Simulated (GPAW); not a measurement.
A computed O K-edge spectrum of one site in a crystal of Ba, O and Ti, with its zero at a photon energy of about 524.2 eV (raw 533.0 eV, less 8.8 eV of added terms; LDA puts this hole about 4 eV below PBE, itself good to a few eV). Method: GPAW, LDA, full core hole (charged cell) in a small cell, dipole transitions, broadening that rises with energy.

Energy from the lowest empty level; intensity scaled to a mean of 1 over the first 20 eV:

| E (eV) | intensity |
| --- | --- |
| -2.0 | 0.00 |
| -1.5 | 0.00 |
| -1.0 | 0.00 |
| -0.5 | 0.01 |
| 0.0 | 0.07 |
| 0.5 | 0.37 |
| 1.0 | 1.00 |
| 1.5 | 1.23 |
| 2.0 | 0.80 |
| 2.5 | 0.62 |
| 3.0 | 0.80 |
| 3.5 | 0.74 |
| 4.0 | 0.78 |
| 4.5 | 1.14 |
| 5.0 | 1.50 |
| 5.5 | 1.56 |
| 6.0 | 1.45 |
| 6.5 | 1.53 |
| 7.0 | 1.53 |
| 7.5 | 1.21 |
| 8.0 | 0.75 |
| 8.5 | 0.41 |
| 9.0 | 0.29 |
| 9.5 | 0.33 |
| 10.0 | 0.47 |
| 10.5 | 0.71 |
| 11.0 | 1.02 |
| 11.5 | 1.33 |
| 12.0 | 1.57 |
| 12.5 | 1.67 |
| 13.0 | 1.61 |
| 13.5 | 1.46 |
| 14.0 | 1.34 |
| 14.5 | 1.27 |
| 15.0 | 1.23 |
| 15.5 | 1.16 |
| 16.0 | 1.06 |
| 16.5 | 0.95 |
| 17.0 | 0.87 |
| 17.5 | 0.83 |
| 18.0 | 0.81 |
| 18.5 | 0.78 |
| 19.0 | 0.72 |
| 19.5 | 0.63 |
| 20.0 | 0.54 |
| 20.5 | 0.47 |
| 21.0 | 0.43 |
| 21.5 | 0.41 |
| 22.0 | 0.42 |
| 22.5 | 0.43 |
| 23.0 | 0.44 |
| 23.5 | 0.45 |
| 24.0 | 0.46 |
| 24.5 | 0.48 |
| 25.0 | 0.50 |
| 25.5 | 0.53 |
| 26.0 | 0.56 |
| 26.5 | 0.60 |
| 27.0 | 0.65 |
| 27.5 | 0.70 |
| 28.0 | 0.75 |
| 28.5 | 0.81 |
| 29.0 | 0.86 |
| 29.5 | 0.92 |
| 30.0 | 0.97 |
| 30.5 | 1.01 |
| 31.0 | 1.05 |
| 31.5 | 1.08 |
| 32.0 | 1.11 |

**Question.** Which coordination does this site have?

A K edge sees empty p states; the first features are O p mixed into the empty d states of the Ti neighbours, and the broad ones above probably into the cations' higher empty bands. It is atom 3 of BaTiO3 (Pm-3m), with 2 Ti at 2.00 Å (linear, site symmetry 4/mmm). Its main maxima below 24 eV lie at 1.4 eV (1.26), 3.1 eV (0.81), 5.3 eV (1.58), 6.8 eV (1.56) and 12.5 eV (1.67). A near-edge spectrum doesn't fix the structure by itself; it is matched against candidates. The holes are only 5.7 Å apart, so the shape is probably not converged with cell size; no larger cell was run here. The mesh is coarse (0.26 Å⁻¹ between points), so small maxima may be mesh ripples. Lifetime broadening is put in by hand, and intensities beyond about 20 eV depend on it and on the partial waves; weight that the partial waves miss at high energy is lost. The structure is a published determination, not relaxed.

[Hosts, paths, dates, database ids (printed as entryN), source tags and the programs' standing remarks are cut or masked in the printed files.]

[Lists of maxima count a maximum above −3 eV only where it reaches 4 % of the highest in the window and stands out from its surroundings by 2 % of it (1.5 % where it reaches 55 %); shoulders and weaker maxima are passed over, and of the rest the first, up to two pre-edge ones and the few strongest are named.]
